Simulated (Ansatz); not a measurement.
## A hypothetical structure for AlZnGeH

This structure for AlZnGeH is made up. Its elements were placed in a known structure type with a cell scaled to their sizes. What cell does the guess relax to, and how far off was it?

Program: Ansatz 0.2.0. Level of theory: DFT, PBEsol, plane-wave PAW, files of the set soft_1, scalar-relativistic, no spin, cell and ions relaxed at zero pressure; PAW set soft_1, in the first sound run; inputs show where later runs differ. Results are calculated unless marked as measured.

## Step 1: The structure

Symmetry: P3m1, No. 156, trigonal system. Conventional cell: a = 3.655 Å, b = 3.655 Å, c = 4.336 Å, α = 90.00°, β = 90.00°, γ = 120.00°. Nearest to Ge lie 3 Al at 2.17 Å. Zn has 3 H at 2.16 Å nearest. Nearest to Al lie 1 H at 1.45 Å and 3 Ge at 2.17 Å. Nearest to H lie 1 Al at 1.45 Å. Farther neighbours are not listed.

## Step 2: Relaxing cell and atoms

The guess takes its coordinates from another compound and its volume from a rule, so the cell and any free coordinates are relaxed together.

The input, input.yaml:

```yaml
crystal:
  lattice:
    - [3.655, 0.0, 0.0]
    - [-1.8275, 3.165322851, 0.0]
    - [0.0, 0.0, 4.336]
  atoms:
    - { symbol: Ge, position: [0.666666667, 0.333333333, 0.5653] }
    - { symbol: Zn, position: [0.333333333, 0.666666667, 0.0086] }
    - { symbol: Al, position: [0.0, 0.0, 0.4468] }
    - { symbol: H, position: [0.0, 0.0, 0.1132] }
kpoints:
  mp_grid: { grid: [8, 8, 6] }
scf:
  occupations: { method: fermi_dirac, width: 0.05 }
hamiltonian:
  xc: pbesol
  pseudopotentials: { kind: paw, azcp: { folder: soft_1 }, xc_functional: pbe }
relax:
  f_tol: 0.015
  max_steps: 70
  cell: {}
output:
  forces: true
  stress: true
```

Run with:

```console
$ ansatz run input.yaml --threads 4 --pin off --max-ram 8192MiB --backend cpu --events-out ev --progress --plain --runs-dir out
```

Numbers of over 12 decimals in the logs are rounded to 6 here.

The log of the run:

```text
Engine: ansatz 0.2.0, aarch64-unknown-linux-gnu
Pseudopotentials: kind: paw
Pseudopotential: Ge, paw, valence charge 14, recommended cutoff 420 eV (normal), soft_1/Ge.paw.azcp
Pseudopotential: Zn, paw, valence charge 12, recommended cutoff 420 eV (normal), soft_1/Zn.paw.azcp
Pseudopotential: Al, paw, valence charge 3, recommended cutoff 420 eV (normal), soft_1/Al.paw.azcp
Pseudopotential: H, paw, valence charge 1, recommended cutoff 420 eV (normal), soft_1/H.paw.azcp
Functional definition: PBEsol
  exchange = pbesol_x
  correlation = pbesol_c
Crystal: 4 atoms, lattice volume = 50.164 Å³
Basis set: ecut = 420 eV, 975 PW (Γ), exchange–correlation on 50×50×60 points (8 copies of the dense FFT grid, shifted against one another)
Bands: 19, of which v1, the nominal top of the filled ones, is band 15 counted from 1 (14 counted from 0)
Symmetry: 6 space group operations
Space group: P3m1 (ITA 156), of the structure as read, at distance tolerance 3.7e-5 Å
k-points: 50 of 384 (time reversal used)
Non-local potential: Ge, projectors of the file, l = 0: 2, l = 1: 2, l = 2: 3, l = 3: 1
Non-local potential: Zn, projectors of the file, l = 0: 2, l = 1: 2, l = 2: 3, l = 3: 1
Non-local potential: Al, projectors of the file, l = 0: 2, l = 1: 2, l = 2: 1
Non-local potential: H, projectors of the file, l = 0: 2, l = 1: 1
PAW form: soft (Blöchl's): semilocal exchange-correlation on the pseudo side does not see the compensation charge
PAW frozen core: Ge, regenerated for the run's functional, and the local potential with it (the file was generated under x = pbe(κ = 0.804, μ = 0.219515), c = pbe(β = 0.066725))
PAW frozen core: Zn, regenerated for the run's functional, and the local potential with it (the file was generated under x = pbe(κ = 0.804, μ = 0.219515), c = pbe(β = 0.066725))
PAW frozen core: Al, regenerated for the run's functional, and the local potential with it (the file was generated under x = pbe(κ = 0.804, μ = 0.219515), c = pbe(β = 0.066725))
PAW one-centre angular grid: Ge, 590 points (default); XC on 64 Gauss nodes
PAW one-centre angular grid: Zn, 590 points (default); XC on 64 Gauss nodes
PAW one-centre angular grid: Al, 110 points (default); XC on 64 Gauss nodes
PAW one-centre angular grid: H, 110 points (default); XC on 64 Gauss nodes
Initial density: superposition of atomic densities (chi_scale 0.1, normalization cell, long waves kept (reshape's long-wave potential 0.00 eV rms))
Initial wavefunctions: pseudopotential atomic-orbital guess
Functional: x = pbesol(κ = 0.804, μ = 0.123457), c = pbesol(β = 0.046)
SCF iter   1: F=—  HF=-8072.429842 eV  |F-HF|=—  |Δ(HF+E_count)|=         —  Δρ=6.78e-2  dr2=2.78e0  ethr=3.10e-3  ⟨swp⟩=6.1  Hψ=5120  notcnv=0
preconditioner: auto → Kerker (q_TF=auto, 2.504 Å⁻¹)  [metal: Δε(μ)=0.031 eV  Ē_g=15.158 eV  σ=0.050 eV  W_gap=0.15  n_scr=20 (ndim 8)  ℏωp=28.7 eV  f_vac=0.000  D(μ)=1.10/eV (n_scr^D=8)]
SCF iter   2: F=—  HF=-8071.781441 eV  |F-HF|=—  |Δ(HF+E_count)|=   6.48e-1  Δρ=3.69e-2  dr2=8.65e-1  ethr=3.10e-3  ⟨swp⟩=2.1  Hψ=1883  notcnv=0
SCF iter   3: F=—  HF=-8071.563090 eV  |F-HF|=—  |Δ(HF+E_count)|=   2.18e-1  Δρ=2.25e-2  dr2=2.26e-1  ethr=2.88e-3  ⟨swp⟩=2.0  Hψ=1980  notcnv=0
SCF iter   4: F=—  HF=-8071.459611 eV  |F-HF|=—  |Δ(HF+E_count)|=   1.03e-1  Δρ=6.12e-3  dr2=1.43e-2  ethr=7.53e-4  ⟨swp⟩=2.1  Hψ=1602  notcnv=0
SCF iter   5: F=—  HF=-8071.461427 eV  |F-HF|=—  |Δ(HF+E_count)|=   1.82e-3  Δρ=2.08e-3  dr2=1.64e-3  ethr=4.77e-5  ⟨swp⟩=2.0  Hψ=2300  notcnv=0
SCF iter   6: F=—  HF=-8071.459234 eV  |F-HF|=—  |Δ(HF+E_count)|=   2.19e-3  Δρ=1.10e-3  dr2=5.80e-4  ethr=5.46e-6  ⟨swp⟩=2.0  Hψ=1824  notcnv=0
SCF iter   7: F=—  HF=-8071.459117 eV  |F-HF|=—  |Δ(HF+E_count)|=   1.17e-4  Δρ=4.00e-4  dr2=8.45e-5  ethr=1.93e-6  ⟨swp⟩=2.1  Hψ=1409  notcnv=0
SCF iter   8: F=—  HF=-8071.459152 eV  |F-HF|=—  |Δ(HF+E_count)|=   3.57e-5  Δρ=1.79e-4  dr2=1.47e-5  ethr=2.82e-7  ⟨swp⟩=2.6  Hψ=1699  notcnv=0
SCF iter   9: F=—  HF=-8071.459149 eV  |F-HF|=—  |Δ(HF+E_count)|=   3.35e-6  Δρ=3.33e-5  dr2=4.47e-7  ethr=4.91e-8  ⟨swp⟩=2.0  Hψ=1343  notcnv=0
SCF iter  10: F=-8071.459149 eV  HF=-8071.459149 eV  |F-HF|=2.49e-8  |Δ(HF+E_count)|=   4.88e-8  Δρ=8.90e-6  dr2=4.34e-8  ethr=3.33e-10  ⟨swp⟩=4.1  Hψ=3262  notcnv=0
SCF 1 converged in 10 iterations: F = -8071.459149 eV  dr2 = 4.34e-8
  greatest PAW one-centre occupation: 0.998 electrons in one spin orbital (limit 2), on the Ge atom at site 0 (counted from 0), in its partial waves of l = 2
relax step   1: F+E_penalty+E_count = -8071.45914906 eV  Δ(F+E_penalty+E_count) = +0.000e0 eV  max|allowed force component| = 3.785e0 eV/Å  Δτ_max = 0.0000 Å  P = +30.703 GPa  Ω = 50.164 Å³  (10 SCF iters, dr2 threshold 1.00e-7 eV, accepted)
Crystal: 4 atoms, lattice volume = 55.457 Å³
Basis set: ecut = 420 eV, 1107 PW (Γ), exchange–correlation on 50×50×60 points (8 copies of the dense FFT grid, shifted against one another)
Initial density: handed on by an earlier stage of this run
Initial wavefunctions: those handed on with the density
iter 1 solved again at ethr=6.68e-4 eV; its pass at ethr=3.10e-3 eV (dr2=2.01e-1 eV) is discarded
SCF iter   1: F=—  HF=-8072.883000 eV  |F-HF|=—  |Δ(HF+E_count)|=         —  Δρ=1.52e-2  dr2=2.02e-1  ethr=6.68e-4  ⟨swp⟩=1.0  Hψ=6520  notcnv=0
preconditioner: auto → Kerker (q_TF=auto, 2.463 Å⁻¹)  [metal: Δε(μ)=0.093 eV  Ē_g=15.650 eV  σ=0.050 eV  W_gap=0.42  n_scr=20 (ndim 8)  ℏωp=27.3 eV  f_vac=0.000  D(μ)=0.67/eV (n_scr^D=2)]
SCF iter   2: F=—  HF=-8072.838310 eV  |F-HF|=—  |Δ(HF+E_count)|=   4.47e-2  Δρ=8.92e-3  dr2=8.00e-2  ethr=6.68e-4  ⟨swp⟩=2.0  Hψ=1140  notcnv=0
SCF iter   3: F=—  HF=-8072.818821 eV  |F-HF|=—  |Δ(HF+E_count)|=   1.95e-2  Δρ=5.64e-3  dr2=1.34e-2  ethr=2.67e-4  ⟨swp⟩=2.1  Hψ=1982  notcnv=0
SCF iter   4: F=—  HF=-8072.811893 eV  |F-HF|=—  |Δ(HF+E_count)|=   6.93e-3  Δρ=1.47e-3  dr2=1.26e-3  ethr=4.46e-5  ⟨swp⟩=2.0  Hψ=1616  notcnv=0
SCF iter   5: F=—  HF=-8072.811650 eV  |F-HF|=—  |Δ(HF+E_count)|=   2.43e-4  Δρ=5.11e-4  dr2=1.56e-4  ethr=4.19e-6  ⟨swp⟩=2.2  Hψ=1745  notcnv=0
SCF iter   6: F=—  HF=-8072.811648 eV  |F-HF|=—  |Δ(HF+E_count)|=   2.02e-6  Δρ=1.96e-4  dr2=1.49e-5  ethr=5.19e-7  ⟨swp⟩=2.0  Hψ=1619  notcnv=0
SCF iter   7: F=—  HF=-8072.811649 eV  |F-HF|=—  |Δ(HF+E_count)|=   5.04e-7  Δρ=1.02e-4  dr2=5.53e-6  ethr=4.97e-8  ⟨swp⟩=2.0  Hψ=1693  notcnv=0
SCF iter   8: F=—  HF=-8072.811645 eV  |F-HF|=—  |Δ(HF+E_count)|=   3.98e-6  Δρ=3.06e-5  dr2=4.39e-7  ethr=1.84e-8  ⟨swp⟩=2.0  Hψ=1690  notcnv=0
[...]
[... from here on, the SCF cycles and remarks between the steps are left out ...]
relax step   4: F+E_penalty+E_count = -8073.36709954 eV  Δ(F+E_penalty+E_count) = -9.237e-2 eV  max|allowed force component| = 2.327e-1 eV/Å  Δτ_max = 0.1747 Å  P = -1.014 GPa  Ω = 60.209 Å³  energy of the carried Pulay correction = -5.423e-3 eV  (7 SCF iters, dr2 threshold 4.00e-7 eV, accepted)
relax step   5: F+E_penalty+E_count = -8073.37982290 eV  Δ(F+E_penalty+E_count) = -1.272e-2 eV  max|allowed force component| = 1.234e-1 eV/Å  Δτ_max = 0.0412 Å  P = -0.437 GPa  Ω = 60.282 Å³  energy of the carried Pulay correction = -5.459e-3 eV  (6 SCF iters, dr2 threshold 4.00e-7 eV, accepted)
relax step   6: F+E_penalty+E_count = -8073.38668263 eV  Δ(F+E_penalty+E_count) = -6.860e-3 eV  max|allowed force component| = 8.496e-2 eV/Å  Δτ_max = 0.0443 Å  P = +0.034 GPa  Ω = 60.465 Å³  energy of the carried Pulay correction = -5.548e-3 eV  (7 SCF iters, dr2 threshold 4.00e-7 eV, accepted)
relax step   7: F+E_penalty+E_count = -8073.39268930 eV  Δ(F+E_penalty+E_count) = -6.007e-3 eV  max|allowed force component| = 4.633e-2 eV/Å  Δτ_max = 0.0759 Å  P = +0.138 GPa  Ω = 61.465 Å³  energy of the carried Pulay correction = -6.033e-3 eV  (7 SCF iters, dr2 threshold 4.00e-7 eV, accepted)
relax step   8: F+E_penalty+E_count = -8073.39513534 eV  Δ(F+E_penalty+E_count) = -2.446e-3 eV  max|allowed force component| = 2.904e-2 eV/Å  Δτ_max = 0.0847 Å  P = +0.233 GPa  Ω = 62.623 Å³  energy of the carried Pulay correction = -6.583e-3 eV  (8 SCF iters, dr2 threshold 2.29e-7 eV, accepted)
relax step   9: F+E_penalty+E_count = -8073.39582932 eV  Δ(F+E_penalty+E_count) = -6.940e-4 eV  max|allowed force component| = 1.124e-2 eV/Å  Δτ_max = 0.0106 Å  P = -0.056 GPa  Ω = 62.688 Å³  energy of the carried Pulay correction = -6.614e-3 eV  (6 SCF iters, dr2 threshold 3.63e-7 eV, accepted)
relax step  10: F+E_penalty+E_count = -8073.39589601 eV  Δ(F+E_penalty+E_count) = -6.669e-5 eV  max|allowed force component| = 6.782e-3 eV/Å  Δτ_max = 0.0027 Å  P = +0.050 GPa  Ω = 62.561 Å³  energy of the carried Pulay correction = -6.554e-3 eV  (6 SCF iters, dr2 threshold 8.27e-9 eV, accepted)
relax step  11: F+E_penalty+E_count = -8073.39587607 eV  Δ(F+E_penalty+E_count) = +1.994e-5 eV  max|allowed force component| = 1.576e-3 eV/Å  Δτ_max = 0.0018 Å  P = +0.002 GPa  Ω = 62.639 Å³  energy of the carried Pulay correction = -6.591e-3 eV  (5 SCF iters, dr2 threshold 6.44e-9 eV, accepted)
relax step  12: F+E_penalty+E_count = -8073.40556493 eV  Δ(F+E_penalty+E_count) = -9.689e-3 eV  max|allowed force component| = 4.732e-3 eV/Å  Δτ_max = 0.0000 Å  P = +0.147 GPa  Ω = 62.639 Å³  stress off target by 2.66e-1 GPa  SCF on the basis re-selected at this cell (its energy is not comparable with the rows above)  (9 SCF iters)
relax step  13: F+E_penalty+E_count = -8073.40571433 eV  Δ(F+E_penalty+E_count) = -1.494e-4 eV  max|allowed force component| = 9.078e-3 eV/Å  Δτ_max = 0.0174 Å  P = +0.035 GPa  Ω = 63.053 Å³  energy of the carried Pulay correction = -1.692e-4 eV  (6 SCF iters, dr2 threshold 1.76e-7 eV, accepted)
relax step  14: F+E_penalty+E_count = -8073.40571000 eV  Δ(F+E_penalty+E_count) = +4.331e-6 eV  max|allowed force component| = 2.538e-3 eV/Å  Δτ_max = 0.0012 Å  P = -0.006 GPa  Ω = 63.092 Å³  energy of the carried Pulay correction = -1.854e-4 eV  (5 SCF iters, dr2 threshold 6.45e-9 eV, accepted)
iter 1 solved again at ethr=9.76e-7 eV; its pass at ethr=3.10e-3 eV (dr2=2.93e-4 eV) is discarded
SCF iter   1: F=—  HF=-8073.405878 eV  |F-HF|=—  |Δ(HF+E_count)|=         —  Δρ=1.34e-4  dr2=2.88e-7  ethr=9.76e-7  ⟨swp⟩=2.1  Hψ=7281  notcnv=0
eigensolver tolerance schedule: the retry pair's looser diagonalisation over-reported the residual by 1015.51 of it (diagonalisation noise at 0.47 of the residual, at the tolerance the schedule requests for it); recorded, not acted on — ethr = c·dr2/N_el stays at c = 1.0e-1
preconditioner: auto → Kerker (q_TF=auto, 2.410 Å⁻¹)  [metal: Δε(μ)=0.055 eV  Ē_g=15.125 eV  σ=0.050 eV  W_gap=0.27  n_scr=20 (ndim 8)  ℏωp=25.6 eV  f_vac=0.000  D(μ)=0.56/eV (n_scr^D=0)]
SCF iter   2: F=—  HF=-8073.405892 eV  |F-HF|=—  |Δ(HF+E_count)|=   1.37e-5  Δρ=7.14e-5  dr2=2.32e-7  ethr=9.60e-10  ⟨swp⟩=2.2  Hψ=1636  notcnv=0
SCF iter   3: F=—  HF=-8073.405897 eV  |F-HF|=—  |Δ(HF+E_count)|=   5.19e-6  Δρ=2.00e-5  dr2=6.94e-9  ethr=7.75e-10  ⟨swp⟩=2.0  Hψ=1226  notcnv=0
SCF iter   4: F=—  HF=-8073.405898 eV  |F-HF|=—  |Δ(HF+E_count)|=   4.69e-7  Δρ=2.02e-6  dr2=6.97e-10  ethr=2.31e-11  ⟨swp⟩=2.0  Hψ=1428  notcnv=0
SCF iter   5: F=—  HF=-8073.405898 eV  |F-HF|=—  |Δ(HF+E_count)|=   4.57e-9  Δρ=9.84e-7  dr2=3.19e-10  ethr=2.32e-12  ⟨swp⟩=2.0  Hψ=1694  notcnv=0
SCF iter   6: F=—  HF=-8073.405898 eV  |F-HF|=—  |Δ(HF+E_count)|=  2.72e-10  Δρ=4.24e-7  dr2=7.44e-11  ethr=1.06e-12  ⟨swp⟩=2.0  Hψ=1694  notcnv=0
SCF iter   7: F=-8073.405898 eV  HF=-8073.405898 eV  |F-HF|=5.46e-12  |Δ(HF+E_count)|=  2.73e-11  Δρ=1.02e-7  dr2=1.65e-11  ethr=1.00e-12  ⟨swp⟩=4.0  Hψ=3371  notcnv=0
SCF 15 converged in 7 iterations: F = -8073.405898 eV  dr2 = 1.65e-11
relax step  15: F+E_penalty+E_count = -8073.40589753 eV  Δ(F+E_penalty+E_count) = -1.875e-4 eV  max|allowed force component| = 2.556e-3 eV/Å  Δτ_max = 0.0000 Å  P = -0.006 GPa  Ω = 63.092 Å³  stress off target by 1.20e-2 GPa  SCF on the basis re-selected at this cell (its energy is not comparable with the rows above)  (7 SCF iters)
basis re-selected at this cell: Δ(F+E_penalty+E_count) = -1.875e-4 eV, ΔP = -0.000 GPa vs the last step (what re-selecting the basis moved, of the pressure what is left beyond the Pulay correction that the steps carried, after the strain that the cell walked since its last selection, with what the two solves' SCF thresholds leave and, on support functions, any second-order correction that the steps lacked; it is no m [...]
SCF converged after 7 iterations
Free energy (F): -8073.405898 eV
Harris-Foulkes:  -8073.405898 eV  (|F-HF|=5.46e-12)
Internal energy: -8073.401038 eV  (E = F + TS)
E sigma→0 (E₀):  -8073.403468 eV
Entropy (-TS):   -0.004860 eV (-1.215 meV/atom)
Fermi energy:    7.047362 eV
--- Per-component energies (eV) ---
  E_band       = -141.789072
  E_kinetic    = 274.399909
  E_local      = -4673.282028  (includes V_loc(G=0)·N_el)
  E_nonlocal   = 1049.995388
  E_hartree    = 2037.687845
  E_xc         = -194.014143
  E_vxc        = -155.930886  (∫ρ·V_xc dr)
  E_paw        = -4287.909546  (= ΣΔE_a)
  E_vpaw       = -712.345928  (= ΣTr[D̂ρ^β])
  E_aug_tail   = -0.001163  (compensation charges beyond the density's cutoff)
  E_ewald      = -2282.011733
  E_core_change = 1.734433  (= ΣΔE_core)
  E_smearing   = -0.004860  (= −TS)
  E_closure    = -0.000000  (closes the sum)
  Σ components = -8073.405898   (vs F -8073.405898, Δ=0.00e0)
--- Forces (eV/Å), atoms counted from 1 ---
  atom   1  Ge    -0.00000000    -0.00000000     0.00011326
  atom   2  Zn    -0.00000000     0.00000000    -0.00158312
  atom   3  Al    -0.00000000    -0.00000000     0.00255599
  atom   4  H      0.00000000     0.00000000    -0.00108691
  max |Σ_I F_I| component: 7.82e-7 eV/Å
--- Stress (GPa, compression-positive) ---
       -0.003719      -0.000000       0.000000
        0.000000      -0.003719       0.000000
        0.000000       0.000000      -0.011980
  P = ⅓ Tr σ = -0.0065 GPa (-0.065 kbar)
--- Relaxed structure (13 steps of the walk, 13 accepted, 2 SCFs on fresh bases) ---
  F+E_penalty+E_count = -8073.40589753 eV   max|allowed force component| = 2.556e-3 eV/Å   (the final SCF, on the basis selected at the relaxed cell)
  cell:  # Å, volume = 63.0922 Å³
    - [3.869662, 1.588817827121635e-17, -4.8904008535254266e-17]
    - [-1.934831, 3.351226, 2.4452004267627182e-17]
    - [-5.801580875601622e-17, 0, 4.865182]
  atoms:
    - { symbol: Ge, position: [0.666667, 0.333333, 0.674009] }
    - { symbol: Zn, position: [0.333333, 0.666667, -0.065383] }
    - { symbol: Al, position: [1.2043360883683095e-18, 0, 0.433084] }
    - { symbol: H, position: [1.8448599249290696e-18, 0, 0.092189] }
```

Wall time 19 s (4 threads of Arm Neoverse V2, shared host); peak memory 0.44 GiB; 70 s of CPU time.

Relaxation path:

| step | energy less that of the first step (eV) | largest force component (eV/Å) | pressure (GPa) | volume (Å³) |
| --- | --- | --- | --- | --- |
| 1 | 0.0000 | 3.7847 | 30.70 | 50.16 |
| 2 | -1.3525 | 1.6281 | 11.14 | 55.46 |
| 3 | -1.8156 | 0.7212 | 2.82 | 58.38 |
| 4 | -1.9080 | 0.2327 | -1.01 | 60.21 |
| 5 | -1.9207 | 0.1234 | -0.44 | 60.28 |
| 6 | -1.9275 | 0.0850 | 0.03 | 60.46 |
| 7 | -1.9335 | 0.0463 | 0.14 | 61.46 |
| 8 | -1.9360 | 0.0290 | 0.23 | 62.62 |
| 9 | -1.9367 | 0.0112 | -0.06 | 62.69 |
| 10 | -1.9367 | 0.0068 | 0.05 | 62.56 |
| 11 | -1.9367 | 0.0016 | 0.00 | 62.64 |
| 12* | -1.9464 | 0.0047 | 0.15 | 62.64 |
| 13 | -1.9466 | 0.0091 | 0.04 | 63.05 |
| 14 | -1.9466 | 0.0025 | -0.01 | 63.09 |
| 15* | -1.9467 | 0.0026 | -0.01 | 63.09 |

Relaxation steps marked * repeat the geometry before them on a plane-wave basis chosen anew for their cell, so energy and pressure can jump there.

Forces are held to the 6 operations that the run works with; a distortion that breaks them can't arise in this run.

| cell as run | before | after | change |
| --- | --- | --- | --- |
| a (Å) | 3.655 | 3.870 | +5.9 % |
| b (Å) | 3.655 | 3.870 | +5.9 % |
| c (Å) | 4.336 | 4.865 | +12.2 % |
| volume (Å³/atom) | 12.54 | 15.77 | +25.8 % |

The atoms that moved most (Å, as changes of fractional coordinates times the final cell):

| atom | dx | dy | dz | length |
| --- | --- | --- | --- | --- |
| Ge1 | 0.000 | 0.000 | 0.529 | 0.529 |
| Zn2 | 0.000 | 0.000 | -0.360 | 0.360 |
| H4 | 0.000 | 0.000 | -0.102 | 0.102 |
| Al3 | 0.000 | 0.000 | -0.067 | 0.067 |

The relaxed structure:

```xyz
4
Lattice="3.8697 0.0000 0.0000 -1.9348 3.3512 0.0000 0.0000 0.0000 4.8652" Properties=species:S:1:pos:R:3 pbc="T T T"
Ge    1.9348    1.1171    3.2792
Zn    0.0000    2.2342   -0.3181
Al    0.0000    0.0000    2.1070
H     0.0000    0.0000    0.4485
```

Numbers from this step:

```yaml
free_energy: -8073.4059 eV
energy_at_zero_smearing: -8073.4035 eV
smearing_term_ts: 0.004860 eV
fermi_energy: 7.047 eV
electrons: 30
symmetry_operations: 6
pressure: -0.006472 GPa
```

The shortest distance of each pair, which need not be the same contact before and after:

| pair | guess (Å) | relaxed (Å) |
| --- | --- | --- |
| Al–H | 1.446 | 1.659 |
| H–Zn | 2.158 | 2.362 |
| Al–Ge | 2.172 | 2.523 |
| Ge–Zn | 2.854 | 2.569 |
| Ge–H | 2.880 | 3.022 |

The relaxation ends with a largest force component of 0.0026 eV/Å and a pressure of -0.01 GPa.

(Part 1 of 2 ends here.)

[Logs are printed without paths, hosts, clocks, repeated set-up lines and the standing remarks that a program may print on its own settings, such as how far it seeks lower states.]

[Hosts, paths, dates, database ids (printed as entryN), source tags and the programs' standing remarks are cut or masked in the printed files.]
